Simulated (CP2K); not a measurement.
Consider imidazole dihydrate at its PBE geometry (Å).

```xyz
15

C    -0.6789   -1.9470    0.3286
C    -0.2470   -2.4808   -0.8637
N     0.4562   -1.4643   -1.4821
C     0.4264   -0.3702   -0.6667
N    -0.2536   -0.6362    0.4423
O     0.6271    3.1544   -0.2413
O    -0.4234    1.6735    1.8623
H    -1.2694   -2.4232    1.1029
H    -0.3709   -3.4556   -1.3186
H     0.9084   -1.5153   -2.3885
H     0.8777    0.5873   -0.9149
H    -0.0521    3.7976   -0.5015
H     0.2362    2.6992    0.5507
H    -0.4123    0.7489    1.4645
H     0.1755    1.6318    2.6259
```

Method: CP2K XAS_TDP, all-electron GAPW, PBEh(45%), aug-cc-pVDZ, TDA, GW2X-corrected core level, no relativity.

Question: Predict the bright core excitations at the N K edge.

Leading lines: N3 403.21 eV and N5 400.77 eV. The leading line of an atom is its first one with 35 % of the strongest within 2.5 eV of its lowest line over the strength cut. Core ionisation energies at this level: N3 407.59 and N5 405.45 eV.

The first six lines of each atom with a strength over 0.0015:

```
                              atom  energy (eV)  states  strength, one atom  above the computed threshold
          N3 (bonded to 2 C and H)       403.21       1              0.0356                              
                                         404.42       1              0.0159                              
                                         407.11       1              0.0044                              
                                         407.94       1              0.0039                           yes
                                         408.17       1              0.0236                           yes
                                         408.83       1              0.0105                           yes
N5 (bonded to 2 C, takes 1 H bond)       400.77       1              0.0485                              
                                         403.46       1              0.0019                              
                                         404.24       1              0.0027                              
                                         406.07       1              0.0037                           yes
                                         406.25       1              0.0029                           yes
                                         406.45       1              0.0034                           yes
```

Lines are vertical, at one geometry, with no vibrational structure. GW2X ionisation energies and lines can be off by 1 to 2 eV either way, and a good line position may hide errors that cancel. These values hold no scalar relativity, about 0.2 eV for N 1s. Rydberg lines, and the discretised continuum above threshold, depend on the basis and the box. This is one low-energy arrangement of the cluster, relaxed without a dispersion correction; others exist.

[Banner, clock and machine lines of the logs are left out without a mark of their own.]

[Logs are printed without paths, hosts, clocks, repeated set-up lines and the standing remarks that a program may print on its own settings, such as how far it seeks lower states.]

[Hosts, paths, dates, database ids (printed as entryN), source tags and the programs' standing remarks are cut or masked in the printed files.]
